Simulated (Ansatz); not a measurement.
# Work function of Pt by crystal face

How much does the work function of Pt differ between its low-index faces, and does the functional change the order?

Measured values are compiled ones, as quoted in “Anisotropic work function of elemental crystals” (2019, arxiv:1902.07811).

**Method.** Ansatz 0.2.0, plane waves with PAW datasets (its set soft_2) at their recommended cutoffs; symmetric slabs of 7 layers (11 for bcc (111)) cut at the tabulated experimental lattice constant, atoms at bulk places, 18 Å of vacuum, k-spacing 0.16 Å⁻¹ (2π included), Fermi-Dirac smearing of 0.1 eV, SCF threshold 1e-9 eV; spin-polarised where the metal is Fe, Co or Ni. The work function is the vacuum level less the Fermi level; differences are formed before rounding.

Results:

```tsv
face	atoms per nm²	LDA (eV)	PBEsol (eV)	r2SCAN (eV)	PBE (eV)	RPBE (eV)	PBE, relaxed (eV)	measured (eV)
(111)	15.0	6.05	5.80	5.73	5.66	5.50	5.71	5.91
(100)	13.0	6.05	5.79	5.74	5.67	5.50	5.68	5.7*
(110)	9.2	5.63	5.35	5.27	5.24	5.08	5.28	5.53*
```

What this shows: With PBE the work function runs from 5.67 eV on (100) to 5.24 eV on (110). (111) and (100) lie within 0.08 eV of each other, too close for slabs of this thickness to order. LDA lies 0.38 to 0.39 eV above PBE. With the layers relaxed PBE misses the measured values by 0.20 eV. Against the 1 measured value on unreconstructed faces, PBEsol comes nearest (error 0.11 eV), and PBE misses by 0.25 eV. LDA and r2SCAN are within 0.1 eV of PBEsol's error, inside the spread of measured values. Relaxing all layers with PBE (forces under 0.01 eV/Å) moves the values by +0.01 to +0.05 eV.

**Limits.** Slabs this thin leave size errors that can reach a tenth of an eV or more. Compiled measured values differ between sources by a tenth of an eV or more. A star marks a face that reconstructs in experiment, which these slabs don't, so it is no test. The functionals share one unrelaxed geometry at the tabulated experimental lattice constant; the relaxed column keeps that in-plane lattice, which is not PBE's own. Spin-orbit coupling is left out.

[Logs are printed without paths, hosts, clocks, repeated set-up lines and the standing remarks that a program may print on its own settings, such as how far it seeks lower states.]
